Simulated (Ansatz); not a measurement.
# TaTi3Al2C2, from a guessed structure to a relaxed one, part 2 of 2

Starting from a made-up structure for TaTi3Al2C2, the aim is the relaxed cell, its shortest contacts and, where a second run follows, its electronic structure.

Ansatz 0.2.0; DFT, PBE, plane-wave PAW, files of the set soft_1, scalar-relativistic, no spin, cell and ions relaxed at zero pressure; PAW set soft_1 (the session's first sound run).

So far: The starting structure; Relaxing cell and atoms. The relaxed cell has a = 3.065, c = 13.844 Å (conventional setting).

## (3) Electronic structure of the relaxed cell

With the geometry fixed, one more self-consistent run, with a narrower smearing and the mesh shown in its input, gives the bands, and its pressure, and its forces where symmetry allows any, show how far the geometry depends on these settings.

This step: DFT, PBE, plane-wave PAW, files of the set soft_1, scalar-relativistic, no spin, bands and density of states at the relaxed cell; PAW set soft_1 (Ansatz 0.2.0).

File input.yaml:

```yaml
crystal:
  lattice:
    - [3.0653928835, 0.0, 0.0]
    - [-1.5326964418, 2.6547081097, 0.0]
    - [0.0, 0.0, 13.84375145]
  atoms:
    - { symbol: Ta, position: [0.0, 0.0, 0.4118122162] }
    - { symbol: Ti, position: [0.0, 0.0, 0.083382283] }
    - { symbol: Ti, position: [0.6666666667, 0.3333333333, 0.9171787211] }
    - { symbol: Ti, position: [0.6666666667, 0.3333333333, 0.5865965939] }
    - { symbol: Al, position: [0.6666666667, 0.3333333333, 0.2469114756] }
    - { symbol: Al, position: [0.0, 0.0, 0.7519747965] }
    - { symbol: C, position: [0.3333333333, 0.6666666667, -0.0001238209] }
    - { symbol: C, position: [0.3333333333, 0.6666666667, 0.5042677347] }
kpoints:
  mp_grid: { grid: [12, 12, 4] }
  band_path:
    path:
      - [[0.0, 0.0, 0.0], [0.5, 0.0, 0.0], [0.33333333, 0.33333333, 0.0], [0.0, 0.0, 0.0], [0.0, 0.0, 0.5], [0.5, 0.0, 0.5], [0.33333333, 0.33333333, 0.5], [0.0, 0.0, 0.5]]
      - [[0.5, 0.0, 0.5], [0.5, 0.0, 0.0]]
      - [[0.33333333, 0.33333333, 0.0], [0.33333333, 0.33333333, 0.5]]
    npoints: 8
scf:
  occupations: { method: fermi_dirac, width: 0.03 }
  n_extra_bands: 12
hamiltonian:
  xc: pbe
  pseudopotentials: { kind: paw, azcp: { folder: soft_1 } }
output:
  forces: true
  stress: true
  write_bands: true
  dos: { projected: true }
  write_density: true
  write_potential: true
  elf: true
  volumetric_format: npy
```

Command:

```sh
ansatz run input.yaml --threads 4 --pin off --max-ram 10240MiB --backend cpu --events-out ev --progress --plain --runs-dir out
```

Numbers of over 12 decimals in the logs are rounded to 6 here.

The program printed:

```text
[...]
Crystal: 8 atoms, lattice volume = 112.657 Å³
Basis set: ecut = 420 eV, 2207 PW (Γ), exchange–correlation on 48×48×192 points (8 copies of the dense FFT grid, shifted against one another)
Bands: 44, of which v1, the nominal top of the filled ones, is band 32 counted from 1 (31 counted from 0)
Symmetry: 6 space group operations
[...]
k-points: 69 of 576 (time reversal used)
[...]
SCF iter   1: F=—  HF=-19017.213305 eV  |F-HF|=—  |Δ(HF+E_count)|=         —  Δρ=8.28e-2  dr2=1.34e1  ethr=3.10e-3  ⟨swp⟩=6.2  Hψ=11780  notcnv=0  defer=5
[...]
SCF iter   9: F=-19014.666275 eV  HF=-19014.666275 eV  |F-HF|=1.83e-8  |Δ(HF+E_count)|=   1.94e-8  Δρ=2.57e-6  dr2=2.05e-8  ethr=1.59e-10  ⟨swp⟩=14.7  Hψ=19088  notcnv=0
SCF 1 converged in 9 iterations: F = -19014.666275 eV  dr2 = 2.05e-8
[...]
NSCF: frozen V_eff on 75 k-points
SCF converged after 9 iterations
Free energy (F): -19014.666275 eV
[...]
Internal energy: -19014.655741 eV  (E = F + TS)
E sigma→0 (E₀):  -19014.661008 eV
Entropy (-TS):   -0.010534 eV (-1.317 meV/atom)
Fermi energy:    12.363370 eV
[...]
--- Forces (eV/Å), atoms counted from 1 ---
  atom   1  Ta    -0.00000000     0.00000000     0.01054851
  atom   2  Ti    -0.00000000     0.00000000     0.01976815
  atom   3  Ti     0.00000000    -0.00000000    -0.02315261
  atom   4  Ti     0.00000000    -0.00000000     0.01833606
  atom   5  Al     0.00000000    -0.00000000    -0.01017784
  atom   6  Al    -0.00000000     0.00000000     0.01051000
  atom   7  C     -0.00000000    -0.00000000     0.01056320
  atom   8  C     -0.00000000     0.00000000    -0.03637855
  max |Σ_I F_I| component: 1.69e-5 eV/Å
--- Stress (GPa, compression-positive) ---
        0.064035       0.000000      -0.000000
        0.000000       0.064035      -0.000000
       -0.000000      -0.000000      -0.259479
  P = ⅓ Tr σ = -0.0438 GPa (-0.438 kbar)
--- Band table (eV; the first three rows and the last of 69) ---
  k-point 0: bands = [... 28 lower, 12.0047, 12.9254, 12.9254, 12.9911, 13.3426, 13.3426, 14.1217, 14.1217, ... 8 higher]
  k-point 1: bands = [... 28 lower, 12.0665, 12.9255, 12.9255, 12.9802, 13.3425, 13.3425, 14.1244, 14.1244, ... 8 higher]
  k-point 2: bands = [... 28 lower, 12.1225, 12.9256, 12.9256, 12.9685, 13.3423, 13.3423, 14.1274, 14.1274, ... 8 higher]
  k-point 68: bands = [... 28 lower, 10.9642, 11.0741, 11.3586, 11.6170, 12.3786, 12.6618, 14.0727, 14.1519, ... 8 higher]
```

It took 13 s on 4 threads of Arm Neoverse V2, shared host; peak memory 0.72 GiB.

The column dr2 measures how far the density is from self-consistency, as an energy; F and HF (Harris–Foulkes) agree once it is small.

This step gave:

* free energy: -19014.6663 eV
* energy at zero smearing: -19014.6610 eV
* smearing term TS: 0.01053 eV
* Fermi energy: 12.36 eV
* pressure: -0.04380 GPa

From bands.tsv, the bands that come nearest the Fermi level along the path, at its corners, in eV from the Fermi level:

| point | band 29 | band 30 | band 31 | band 32 | band 33 | band 34 | band 35 | band 36 |
| --- | --- | --- | --- | --- | --- | --- | --- | --- |
| Γ | -0.36 | 0.56 | 0.56 | 0.63 | 0.98 | 0.98 | 1.76 | 1.76 |
| M | -2.04 | -1.20 | -0.96 | -0.76 | 1.51 | 2.13 | 2.20 | 2.48 |
| K | -1.35 | -1.20 | -1.10 | -0.79 | -0.37 | 0.71 | 1.84 | 1.86 |
| Γ | -0.36 | 0.56 | 0.56 | 0.63 | 0.98 | 0.98 | 1.76 | 1.76 |
| A | -0.24 | 0.56 | 0.56 | 0.61 | 0.98 | 0.98 | 1.76 | 1.76 |
| L | -2.04 | -1.19 | -0.96 | -0.76 | 1.78 | 1.89 | 2.32 | 2.34 |
| H | -1.40 | -1.29 | -1.00 | -0.75 | 0.02 | 0.30 | 1.71 | 1.79 |
| A | -0.24 | 0.56 | 0.56 | 0.61 | 0.98 | 0.98 | 1.76 | 1.76 |
| L | -2.04 | -1.19 | -0.96 | -0.76 | 1.78 | 1.89 | 2.32 | 2.34 |
| M | -2.04 | -1.20 | -0.96 | -0.76 | 1.51 | 2.13 | 2.20 | 2.48 |
| K | -1.35 | -1.20 | -1.10 | -0.79 | -0.37 | 0.71 | 1.84 | 1.86 |
| H | -1.40 | -1.29 | -1.00 | -0.75 | 0.02 | 0.30 | 1.71 | 1.79 |

States per cell as run, both spins, in windows of 1 eV, from dos.tsv (zero at the Fermi level):

```csv
from,to,total
-8,-7,0.64
-7,-6,1.03
-6,-5,1.81
-5,-4,3.51
-4,-3,4.98
-3,-2,4.81
-2,-1,5.12
-1,0,5.03
0,1,3.04
1,2,6.09
2,3,7.09
```

Below -8 eV lie 36.0 more states.

ELF in the ac plane at fractional y = 1.000, with atoms of Ta and Ti and Al within 0.2 Å of it. It is the smooth field of the valence electrons, not physical close to the nuclei.

Ten even steps from '_' (0.63 × 1e-1) to '@' (8.49 × 1e-1), each cell a mean:
```
::::::----==============----::::
----::..____..........____..::--
****==::..______________..::==**
@@@@@@##++--::......::--++##@@@@
****########++======++########**
++..__..==******++******==..__..
::..::--++****++++++****++--::..
@@@@@@%%##**==------==**##%%@@@@
@@%%##++--..__________..--++##%%
====--..______......______..--==
::::::..........::..........::::
....::--==++****##****++==--::..
++++==::::--++######++--::::==++
--==##%%++::..------..::++%%##==
==++%%%%++::..::--::..::++%%%%++
++==--::..::--++++++--::..::--==
========++++**********++++======
##########**++======++**########
**************++++++************
....::--==++**######**++==--::..
====--::....::==++==::....::--==
####%%##==____..::..____==##%%##
##%%##++::..::==++==::..::++##%%
........::++##%%%%%%##++::......
```
Columns run along a (3.1 Å), rows up along c (13.8 Å). Atoms in or near the plane, at fractional coordinates: Ta at (0.00, 0.41), Ti at (0.00, 0.08), Al at (0.00, 0.75).

Electrostatic potential energy in the ac plane at fractional y = 1.000, with atoms of Ta and Ti and Al within 0.2 Å of it. With pseudopotentials it is smooth inside the atoms' cores, unlike the true potential.

Values in eV, 24 rows by 16 columns, each cell a mean:
```
 14  14  14  13  12  11   9   8   7   8   9  11  12  13  14  14
 15  14  14  12  10   7   2  -2  -4  -2   2   7  10  12  14  14
 15  14  14  12  11   8   5   2   0   2   5   8  11  12  14  14
 12  12  13  13  13  12  12  11  11  11  12  12  13  13  13  12
  1   0   0   2   7  10  12  14  14  14  12  10   7   2   0   0
 13  13   8  -2  -4   4  10  12  13  12  10   4  -4  -2   8  13
  8   7   2  -3   0   7  11  13  14  13  11   7   0  -3   2   7
  5   5   6   9  11  12  13  13  13  13  13  12  11   9   6   5
 14  14  14  13  12  11   9   8   7   8   9  11  12  13  14  14
 14  14  13  12  10   6   1  -3  -4  -3   1   6  10  12  13  14
 14  14  13  12  11   8   5   2   1   2   5   8  11  12  13  14
 11  11  11  12  12  11  10   9   8   9  10  11  12  12  11  11
-16 -14  -9  -3   4   8  10  11  11  11  10   8   4  -3  -9 -14
-33 -33 -32 -30 -16  -2   6  10  11  10   6  -2 -16 -30 -32 -33
-33 -33 -32 -27 -14  -1   7  11  12  11   7  -1 -14 -27 -32 -33
-11 -10  -6   0   5   9  11  13  13  13  11   9   5   0  -6 -10
 11  11  12  12  12  11  11  11  10  11  11  11  12  12  12  11
 14  14  14  13  11   8   5   2   1   2   5   8  11  13  14  14
 14  14  14  13  11   9   6   4   3   4   6   9  11  13  14  14
 10  11  11  12  12  12  12  12  12  12  12  12  12  12  11  11
-14 -13  -9  -2   5  10  12  14  14  14  12  10   5  -2  -9 -13
-29 -29 -29 -23 -12   2  10  12  13  12  10   2 -12 -23 -29 -29
-28 -28 -25 -19  -7   4  10  12  13  12  10   4  -7 -19 -25 -28
 -2  -1   2   6  10  11  11  11  11  11  11  11  10   6   2  -1
```
Columns run along a (3.1 Å; values clipped at the 3rd and 97th percentile), rows up along c (13.8 Å). Atoms in or near the plane, at fractional coordinates: Ta at (0.00, 0.41), Ti at (0.00, 0.08), Al at (0.00, 0.75).

Valence density in the ac plane at fractional y = 1.000, with atoms of Ta and Ti and Al within 0.2 Å of it. It is the smooth field of the valence electrons, not physical close to the nuclei.

Ten steps, logarithmic in the rise over the least value, from '0' (0 e/Å³) to '9' (10 e/Å³), each cell a mean:
```
1112223333322211
1111223343322111
1111122232221111
2211111111111112
1111111111111111
0001111111111100
0011111111111110
2221111111111122
1111111111111111
1111123333321111
1111223333322111
2222233333332222
6554333333333455
8887543222345788
8887532222235788
5543221111122345
2111111111111111
1111111111111111
1111111111111111
1111111111111111
6653211111112356
9987521111125789
9986432222234689
4332233333332233
```
Columns run along a (3.1 Å), rows up along c (13.8 Å). Atoms in or near the plane, at fractional coordinates: Ta at (0.00, 0.41), Ti at (0.00, 0.08), Al at (0.00, 0.75).

## (4) What came out

| Property | Result |
| --- | --- |
| space group, relaxed | P3m1 |
| conventional cell | a = 3.065, b = 3.065, c = 13.844 Å; α = 90.0°, β = 90.0°, γ = 120.0° |
| volume per atom | 14.08 Å³ (guess 14.39) |

What this shows: TaTi3Al2C2 relaxes to P3m1 with a = 3.065, b = 3.065 and c = 13.844 Å. The guessed volume was 2 % too large. The space group P3m1 was held in the relaxation, so the end point is a stationary structure within it and may be a saddle against distortions or other arrangements. Bands cross the Fermi level, so it is a metal or semimetal at this level. The electron count is odd, which forces that without spin polarisation or a larger cell. On the 12×12×4 mesh with the narrower smearing (relaxed on 10×10×2) the largest force component is 0.036 eV/Å and the largest stress component is 0.259 GPa, against the relaxation's thresholds of 0.015 eV/Å and 0.05 GPa. The cutoff wasn't tested. Spin-orbit coupling is left out, which can matter for elements this heavy. No dispersion term is used, so weakly bound directions may come out too long. The runs have no spin, and magnetism wasn't tested. Nothing here tests whether the compound is stable against decomposition.

[Logs are printed without paths, hosts, clocks, repeated set-up lines and the standing remarks that a program may print on its own settings, such as how far it seeks lower states.]

[Hosts, paths, dates, database ids (printed as entryN), source tags and the programs' standing remarks are cut or masked in the printed files.]
